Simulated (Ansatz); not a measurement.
# LaYO2F2 (built on the sites of a database entry of LaOF): a soft mode frozen in

Which phase does LaYO2F2 (built on the sites of a database entry of LaOF) fall into along its unstable mode, and how much energy does it gain?

Method: DFT PBE+D3(BJ), scalar-relativistic, plane waves, PAW, in Ansatz 0.2.0.

Most raw output is cut from this account.

The structure was built from a prototype and need not be the compound's stable phase.

## Step 1: The structure

Symmetry: P4mm, No. 99, tetragonal system. The conventional cell has a = 3.949 Å, b = 3.949 Å, c = 5.669 Å, α = 90.00°, β = 90.00°, γ = 90.00°. Nearest to Y lie 4 O at 2.27 Å and 4 F at 2.53 Å. La has 4 O at 2.36 Å and 4 F at 2.59 Å nearest. Nearest to O lie 2 Y at 2.27 Å and 2 La at 2.36 Å. Nearest to F lie 2 Y at 2.53 Å and 2 La at 2.59 Å. Farther neighbours and most contacts between anions are not listed.

As a file:

```cif
data_structure
_symmetry_space_group_name_H-M 'P4mm'
_symmetry_Int_Tables_number 99
_cell_length_a 3.9492
_cell_length_b 3.9492
_cell_length_c 5.6694
_cell_angle_alpha 90.000
_cell_angle_beta 90.000
_cell_angle_gamma 90.000
_cell_volume 88.42
loop_
_atom_site_label
_atom_site_type_symbol
_atom_site_symmetry_multiplicity
_atom_site_Wyckoff_symbol
_atom_site_fract_x
_atom_site_fract_y
_atom_site_fract_z
_atom_site_occupancy
Y1 Y 1 a 0.00000 0.00000 0.71059 1
La1 La 1 b 0.50000 0.50000 0.28494 1
O1 O 2 c 0.00000 0.50000 0.51331 1
F1 F 2 c 0.00000 0.50000 0.98893 1
```

## Step 2: Response at finite wavevector

The cell comes from relaxations at this level that are not shown. Stability and thermal properties need the whole zone. Linear response on a 2×2×2 q mesh gives force constants as far as a supercell of that size would, and the tensors from the zone-centre run are typed in so that the long-range dipole term is interpolated apart.

Contents of input.yaml:

```yaml
crystal:
  lattice:
    - [3.9491705737, 0.0, 0.0]
    - [0.0, 3.9491705737, 0.0]
    - [0.0, 0.0, 5.6693653701]
  atoms:
    - { symbol: "Y", position: [0.0, 0.5, 0.7105914178] }
    - { symbol: La, position: [0.5, 0.0, 0.2849359094] }
    - { symbol: O, position: [0.0, 0.0, 0.5133053335] }
    - { symbol: O, position: [0.5, 0.5, 0.5133053335] }
    - { symbol: F, position: [0.0, 0.0, -0.0110689972] }
    - { symbol: F, position: [0.5, 0.5, -0.0110689972] }
kpoints:
  mp_grid: { grid: [6, 6, 4] }
hamiltonian:
  xc: pbe
  dispersion: d3bj
scf:
  occupations: { method: fixed }
output:
  eigenvalues: true
phonons:
  method: dfpt
  qmesh: [2, 2, 2]
  temperatures: { t_max: 1000, t_step: 50 }
  qpath:
    path:
      - [[0.0, 0.0, 0.0], [0.0, 0.5, 0.0], [0.5, 0.5, 0.0], [0.0, 0.0, 0.0], [0.0, 0.0, 0.5], [0.0, 0.5, 0.5], [0.5, 0.5, 0.5], [0.0, 0.0, 0.5]]
      - [[0.0, 0.5, 0.0], [0.0, 0.5, 0.5]]
      - [[0.5, 0.5, 0.0], [0.5, 0.5, 0.5]]
    npoints: 10
  non_analytic_term:
    high_frequency_dielectric_tensor: [[3.6609, 0.0, 0.0], [0.0, 3.6609, 0.0], [0.0, 0.0, 3.2037]]
    born_effective_charges:
      - { species: "Y", tensor: [[3.9775, 0.0, 0.0], [0.0, 3.9775, 0.0], [0.0, 0.0, 3.3499]] }
      - { species: La, tensor: [[4.0833, 0.0, 0.0], [0.0, 4.0833, 0.0], [0.0, 0.0, 3.5638]] }
      - { species: O, tensor: [[-2.8279, 0.0, 0.0], [0.0, -2.6863, 0.0], [0.0, 0.0, -1.7237]] }
      - { species: O, tensor: [[-2.6863, 0.0, 0.0], [0.0, -2.8279, 0.0], [0.0, 0.0, -1.7237]] }
      - { species: F, tensor: [[-1.3125, 0.0, 0.0], [0.0, -1.2342, 0.0], [0.0, 0.0, -1.7331]] }
      - { species: F, tensor: [[-1.2342, 0.0, 0.0], [0.0, -1.3125, 0.0], [0.0, 0.0, -1.7331]] }
    source: "zone-centre run at this cell"
```

The run is started by

```sh
$ ansatz run input.yaml --threads 8 --pin off --max-ram 14336MiB --backend cpu --events-out ev --progress --plain --runs-dir out
```

Wall time 2.2 min (8 threads of Arm Neoverse V2, shared host); peak memory 0.86 GiB.

This step gave:

| Property | Result |
| --- | --- |
| gap on the k-mesh | 4.465 eV |
| volume per atom | 14.74 Å³ |
| sum-rule residual before enforcement | 1.02e-4 eV/Å² |
| lowest frequency on the path | -95.76 cm⁻¹ |
| point group | 4mm |
| highest frequency on the path or at a solved wavevector | 573.4 cm⁻¹ |
| highest optical mode at the zone centre (no LO-TO term) | 510.2 cm⁻¹ |
| lowest optical zone-centre mode | 111.6 cm⁻¹ |
| lowest mode on the q mesh (acoustic modes at Γ apart) | -95.76 cm⁻¹ |

Frequencies (cm⁻¹) solved at each irreducible wavevector; negative means imaginary. Frequencies by wavevector, by row:

| q in reciprocal lattice units | star | mode 1 | mode 2 | mode 3 | mode 4 | mode 16 | mode 17 | mode 18 |
| --- | --- | --- | --- | --- | --- | --- | --- | --- |
| 0 0 0 | 1 | 0 | 0 | 0 | 111.6 | 473.2 | 473.2 | 510.2 |
| 0 0 -0.5 | 1 | 39.8 | 39.8 | 107.6 | 107.6 | 473.6 | 473.6 | 561.9 |
| 0 -0.5 0 | 2 | 102.5 | 104.1 | 117.4 | 125.4 | 409.7 | 509 | 526 |
| 0 -0.5 -0.5 | 2 | 95.6 | 101.5 | 113 | 118.6 | 411.2 | 498.4 | 509.7 |
| -0.5 -0.5 0 | 1 | -95.8 | 121.3 | 121.3 | 132.6 | 373.4 | 562.7 | 573.4 |
| -0.5 -0.5 -0.5 | 1 | -87.3 | 136.2 | 156.5 | 164 | 356.1 | 560.1 | 569.5 |

Interpolated from a 2×2×2 q mesh, rough between the solved points, with the LO-TO term (at Γ the limit along the path; where Γ stands inside the path, tables give the limit on arrival). The phonon branches at the labelled points (cm⁻¹):

| point | branch 1 | branch 2 | branch 3 | branch 4 | branch 15 | branch 16 | branch 17 | branch 18 |
| --- | --- | --- | --- | --- | --- | --- | --- | --- |
| Γ | 0 | 0 | 0 | 112 | 471 | 473 | 510 | 552 |
| halfway | 42 | 74 | 115 | 122 | 454 | 454 | 501 | 544 |
| X | 102 | 104 | 117 | 125 | 410 | 410 | 509 | 526 |
| halfway | 69 | 99 | 112 | 136 | 399 | 399 | 544 | 558 |
| M | -96 | 121 | 121 | 133 | 373 | 373 | 563 | 573 |
| halfway | 61 | 78 | 90 | 142 | 395 | 440 | 524 | 562 |
| Γ | 0 | 0 | 0 | 112 | 471 | 473 | 510 | 552 |
| halfway | 27 | 27 | 88 | 110 | 398 | 473 | 473 | 562 |
| Z | 40 | 40 | 108 | 108 | 399 | 474 | 474 | 562 |
| halfway | 77 | 96 | 108 | 122 | 455 | 455 | 481 | 512 |
| R | 96 | 102 | 113 | 119 | 398 | 411 | 498 | 510 |
| halfway | 74 | 110 | 128 | 148 | 384 | 387 | 538 | 549 |
| A | -87 | 136 | 156 | 164 | 356 | 356 | 560 | 570 |
| halfway | 79 | 91 | 127 | 131 | 394 | 442 | 519 | 530 |
| Z | 40 | 40 | 108 | 108 | 399 | 474 | 474 | 562 |
| jump to X | 102 | 104 | 117 | 125 | 410 | 410 | 509 | 526 |
| halfway | 103 | 105 | 118 | 121 | 405 | 410 | 504 | 518 |
| R | 96 | 102 | 113 | 119 | 398 | 411 | 498 | 510 |
| jump to M | -96 | 121 | 121 | 133 | 373 | 373 | 563 | 573 |
| halfway | -92 | 134 | 141 | 141 | 366 | 366 | 561 | 572 |
| A | -87 | 136 | 156 | 164 | 356 | 356 | 560 | 570 |

Symmetry leaves 6 wavevectors to solve. The lowest mode among them, the acoustic zeros apart, lies at q = (-0.5, -0.5, 0) and is imaginary, 95.8i cm⁻¹, so the energy falls along it.

## Step 3: The mode frozen in, largest atomic shift 0 Å

The mode followed lies at q = (-0.5, -0.5, -0.5) with frequency 87.3i cm⁻¹, one of the unstable modes though not the softest. At small amplitude the distorted cell has space group no. 108 by a symmetry search on the positions. The undistorted cell that holds it gives the zero of energy on the same k mesh.

System of this step: LaYO2F2 (built on the sites of a database entry of LaOF). The structure is tetragonal, space group P4mm (No. 99). The conventional cell has a = 3.949 Å, b = 3.949 Å, c = 5.669 Å, α = 90.00°, β = 90.00°, γ = 90.00°. Nearest to Y lie 4 O at 2.27 Å and 4 F at 2.53 Å. Nearest to La lie 4 O at 2.36 Å and 4 F at 2.59 Å. O has 2 Y at 2.27 Å and 2 La at 2.36 Å nearest. Nearest to F lie 2 Y at 2.53 Å and 2 La at 2.59 Å. Farther neighbours and most contacts between anions are not listed.

Contents of input.yaml:

```yaml
crystal:
  lattice:
    - [-3.9491705737, -3.9491705737, 0.0]
    - [-3.9491705737, 3.9491705737, 0.0]
    - [-3.9491705737, 0.0, -5.6693653701]
  atoms:
    - { symbol: "Y", position: [0.1052957089, 0.6052957089, 0.2894085822] }
    - { symbol: "Y", position: [0.6052957089, 0.1052957089, 0.2894085822] }
    - { symbol: La, position: [0.3924679547, 0.3924679547, 0.7150640906] }
    - { symbol: La, position: [0.8924679547, 0.8924679547, 0.7150640906] }
    - { symbol: O, position: [0.7566526667, 0.7566526667, 0.4866946665] }
    - { symbol: O, position: [0.2566526667, 0.2566526667, 0.4866946665] }
    - { symbol: O, position: [0.2566526667, 0.7566526667, 0.4866946665] }
    - { symbol: O, position: [0.7566526667, 0.2566526667, 0.4866946665] }
    - { symbol: F, position: [0.4944655014, 0.4944655014, 0.0110689972] }
    - { symbol: F, position: [0.9944655014, 0.9944655014, 0.0110689972] }
    - { symbol: F, position: [0.4944655014, 0.9944655014, 0.0110689972] }
    - { symbol: F, position: [0.9944655014, 0.4944655014, 0.0110689972] }
kpoints:
  mp_grid: { grid: [4, 4, 4] }
hamiltonian:
  xc: pbe
  dispersion: d3bj
scf:
  occupations: { method: gaussian, width: 0.02 }
output:
  forces: true
  stress: true
  eigenvalues: true
```

Elapsed: 1.4 s, on 8 threads; peak memory 0.74 GiB.

This step gave:

| Item | Value |
| --- | --- |
| pressure | -5.47e-5 GPa |
| gap on the k-mesh | 4.437 eV |
| energy from the undistorted cell | 0 meV/atom |

At this level the gap is 4.44 eV on the k-mesh of the self-consistent run, which can miss the band edges.

## Step 4: The mode frozen in, largest atomic shift 0.22 Å

The atoms are moved along the unstable eigenvector, the largest shift by 0.22 Å, with the cell fixed.

Contents of input.yaml:

```yaml
crystal:
  lattice:
    - [-3.9491705737, -3.9491705737, 0.0]
    - [-3.9491705737, 3.9491705737, 0.0]
    - [-3.9491705737, 0.0, -5.6693653701]
  atoms:
    - { symbol: "Y", position: [0.1052957089, 0.6052957089, 0.2894085822] }
    - { symbol: "Y", position: [0.6052957089, 0.1052957089, 0.2894085822] }
    - { symbol: La, position: [0.3924679547, 0.3924679547, 0.7150640906] }
    - { symbol: La, position: [0.8924679547, 0.8924679547, 0.7150640906] }
    - { symbol: O, position: [0.7605539084, 0.7527514251, 0.4866946665] }
    - { symbol: O, position: [0.2527514251, 0.2605539084, 0.4866946665] }
    - { symbol: O, position: [0.2605539084, 0.7605539084, 0.4866946665] }
    - { symbol: O, position: [0.7527514251, 0.2527514251, 0.4866946665] }
    - { symbol: F, position: [0.5223194515, 0.4666115513, 0.0110689972] }
    - { symbol: F, position: [0.9666115513, 1.0223194515, 0.0110689972] }
    - { symbol: F, position: [0.4666115513, 0.9666115513, 0.0110689972] }
    - { symbol: F, position: [1.0223194515, 0.5223194515, 0.0110689972] }
kpoints:
  mp_grid: { grid: [4, 4, 4] }
hamiltonian:
  xc: pbe
  dispersion: d3bj
scf:
  occupations: { method: gaussian, width: 0.02 }
output:
  forces: true
  stress: true
  eigenvalues: true
```

Run time: 1.4 s. Hardware: 8 threads; peak memory 0.74 GiB.

Numbers from this step:

```
pressure                         : 0.6337 GPa
gap on the k-mesh                : 4.518 eV
energy from the undistorted cell : -2.922 meV/atom
```

The energy, extrapolated to zero smearing, is -2.92 meV/atom against the undistorted cell.

The run ends at a pressure of 0.63 GPa, with forces up to 0.25 eV/Å.

## Step 5: Energy along the mode, all amplitudes (two of the runs are shown above)

An imaginary frequency means negative curvature, so the energy should fall and then rise again as anharmonic terms take over.

Numbers from this step:

```yaml
depth_at_the_lowest_point_sampled: 2.922 meV/atom
largest_atomic_shift_at_that_point: 0.22 Å
```

Table of energy from the parent by largest atomic shift:

| largest atomic shift (Å) | energy from the parent (meV/atom) |
| --- | --- |
| 0.000 | 0 |
| 0.040 | -0.143 |
| 0.080 | -0.552 |
| 0.140 | -1.53 |
| 0.220 | -2.92 |
| 0.320 | -2.83 |
| 0.450 | 6.43 |

Displacement at unit largest shift by atom:

| atom | x (Å) | y (Å) | z (Å) | size |
| --- | --- | --- | --- | --- |
| Y1 | 0.00 | 0.00 | 0.00 | 0.00 |
| Y2 | 0.00 | 0.00 | 0.00 | 0.00 |
| La3 | 0.00 | 0.00 | 0.00 | 0.00 |
| La4 | 0.00 | 0.00 | 0.00 | 0.00 |
| O5 | 0.00 | -0.14 | 0.00 | 0.14 |
| O6 | 0.00 | 0.14 | 0.00 | 0.14 |
| O7 | -0.14 | 0.00 | 0.00 | 0.14 |
| O8 | 0.14 | 0.00 | 0.00 | 0.14 |
| F9 | 0.00 | -1.00 | 0.00 | 1.00 |
| F10 | 0.00 | 1.00 | 0.00 | 1.00 |
| F11 | 1.00 | 0.00 | 0.00 | 1.00 |
| F12 | -1.00 | 0.00 | 0.00 | 1.00 |

The lowest of the steps tried is at 0.22 Å, 2.92 meV/atom below the parent; the bottom of the well need not coincide with a step.

## Step 6: Relaxation from the frozen mode

Starting from the lowest point found, all atoms and the cell are let go, so that strain and other modes of the same symmetry can join in.

Edit input.yaml of step 4 so:

```diff
@@ -24,3 +24,3 @@
 scf:
-  occupations: { method: gaussian, width: 0.02 }
+  occupations: { method: fixed }
 output:
@@ -29 +29,6 @@
   eigenvalues: true
+relax:
+  adjacent_minimum: "off"
+  f_tol: 0.002
+  max_steps: 120
+  cell: { stress_tol: 0.03 }
```

Elapsed: 22 s, on 8 threads; peak memory 0.81 GiB; 2.6 min of CPU time.

Step by step:

| step | energy less that of the first step (eV) | largest force component (eV/Å) | pressure (GPa) | volume (Å³) |
| --- | --- | --- | --- | --- |
| 1 | 0.0000 | 0.2474 | 0.63 | 176.84 |
| 2 | -0.0128 | 0.3719 | -0.18 | 179.11 |
| 3 | -0.0316 | 0.1620 | -0.24 | 179.22 |
| 4 | -0.0752 | 0.2773 | -0.14 | 180.43 |
| 5 | -0.0870 | 0.2754 | -0.15 | 180.80 |
| 6 | -0.0943 | 0.0958 | -0.06 | 181.06 |
| 7 | -0.0958 | 0.0331 | 0.04 | 180.76 |
| 8 | -0.0955 | 0.0061 | 0.02 | 180.88 |
| 9 | -0.0955 | 0.0003 | 0.00 | 180.88 |
| 10* | -0.1114 | 0.0002 | 0.16 | 180.88 |
| 11 | -0.1109 | 0.0055 | 0.03 | 181.10 |
| 12 | -0.1107 | 0.0014 | 0.00 | 181.15 |
| 13* | -0.1114 | 0.0013 | 0.00 | 181.15 |

Relaxation steps marked * repeat the geometry before them on a plane-wave basis chosen anew for their cell, so energy and pressure can jump there.

Forces are held to the 8 operations that the run works with; a distortion that breaks them can't arise in this run.

| conventional cell, symmetrised | before | after | change |
| --- | --- | --- | --- |
| a (Å) | 5.585 | 5.653 | +1.2 % |
| b (Å) | 5.585 | 5.653 | +1.2 % |
| c (Å) | 11.339 | 11.338 | -0.0 % |
| volume (Å³/atom) | 14.74 | 15.10 | +2.4 % |

The atoms that moved most (Å, as changes of fractional coordinates times the final cell):

| atom | dx | dy | dz | length |
| --- | --- | --- | --- | --- |
| F9 | 0.000 | -0.287 | 0.081 | 0.298 |
| F10 | 0.000 | 0.287 | 0.081 | 0.298 |
| F11 | 0.287 | 0.000 | 0.081 | 0.298 |
| F12 | -0.287 | 0.000 | 0.081 | 0.298 |
| Y1 | 0.000 | 0.000 | -0.094 | 0.094 |
| Y2 | 0.000 | 0.000 | -0.094 | 0.094 |
| La3 | 0.000 | 0.000 | -0.031 | 0.031 |
| La4 | 0.000 | 0.000 | -0.031 | 0.031 |

Final coordinates:

```cif
data_structure
_symmetry_space_group_name_H-M 'P 1'
_symmetry_Int_Tables_number 1
_cell_length_a 5.6529
_cell_length_b 5.6529
_cell_length_c 6.9364
_cell_angle_alpha 65.953
_cell_angle_beta 65.953
_cell_angle_gamma 90.000
_cell_volume 181.15
loop_
_atom_site_label
_atom_site_type_symbol
_atom_site_fract_x
_atom_site_fract_y
_atom_site_fract_z
_atom_site_occupancy
Y1 Y 0.09703 0.59703 0.30594 1
Y2 Y 0.59703 0.09703 0.30594 1
La3 La 0.38969 0.38969 0.72061 1
La4 La 0.88969 0.88969 0.72061 1
O5 O 0.75828 0.75172 0.49000 1
O6 O 0.25172 0.25828 0.49000 1
O7 O 0.25828 0.75828 0.49000 1
O8 O 0.75172 0.25172 0.49000 1
F9 F 0.56541 0.43787 0.99672 1
F10 F 0.93787 0.06541 0.99672 1
F11 F 0.43787 0.93787 0.99672 1
F12 F 0.06541 0.56541 0.99672 1
```

Numbers from this step:

```
pressure          : 0.003121 GPa
gap on the k-mesh : 4.798 eV
volume per atom   : 15.10 Å³
```

The distorted start has space group I4cm; the relaxation ends in I4cm.

## Step 7: The phases reached

The phases reached along the modes that were followed are set side by side.

Energies are those of the first relaxation, on the mesh of the frozen mode; space group, volume and gap are those of the last relaxation. Phases, by row:

| mode frozen in | space group | energy from parent (meV/atom) | volume (Å³/atom) | gap on mesh (eV) | lowest zone-centre optical mode (cm⁻¹) | largest shift (Å) |
| --- | --- | --- | --- | --- | --- | --- |
| parent | P4mm | 0 | 14.74 | 4.465 | – | – |
| q = (-0.5, -0.5, 0), 96i cm⁻¹ | P4bm | -14.42 | 15.11 | 4.821 | – | 0.525 |
| q = (-0.5, -0.5, -0.5), 87i cm⁻¹ | I4cm | -12.21 | 15.1 | 4.798 | – | 0.516 |

## Step 8: What came out

```yaml
unstable_mode_of_the_parent: q = (-0.5, -0.5, -0.5), 87i cm⁻¹
depth_at_the_lowest_point_sampled: 2.92 meV/atom
largest_atomic_shift_at_that_point: 0.22 Å
space_group_reached_within_0p01_a: I4cm
energy_gained_over_the_parent_first_relaxation_on_the_mesh_of_the_frozen_mode: 12.2 meV/atom
volume_per_atom_phase_reached: 15.1 Å³
gap_on_the_k_mesh_phase_reached: 4.80 eV
```

**Reading.** Along this mode the structure falls into I4cm, 12.2 meV/atom below the parent. At the parent's cell the well is 2.922 meV/atom deep on the steps tried, with its lowest point at a shift of 0.22 Å. Relaxing atoms and cell changes the gain by +9.28 meV/atom against the lowest step (energies at zero smearing). Most of the total comes from this relaxation. The modes of the phase reached were not computed on this path. Of the 2 patterns followed to their end from this parent, this one ends 2.21 meV/atom above the lowest, P4bm. Each path keeps the symmetry of its pattern, so a lower phase may lie along a pattern not tried. The q mesh stands for a supercell only 7.9 Å across, so branches between the solved wavevectors are rough. The program warns that the interpolation holds no quadrupole term, so branches close to Γ can be off in this crystal. Spin-orbit coupling is left out, which can matter for the heavy elements here. In the phonons the program treats the change of the C6 weights of the dispersion term with coordination only in part. The starting cell was built on a prototype and not taken from a measurement, so the phase need not exist.

[Logs are printed without paths, hosts, clocks, repeated set-up lines and the standing remarks that a program may print on its own settings, such as how far it seeks lower states.]

[Hosts, paths, dates, database ids (printed as entryN), source tags and the programs' standing remarks are cut or masked in the printed files.]
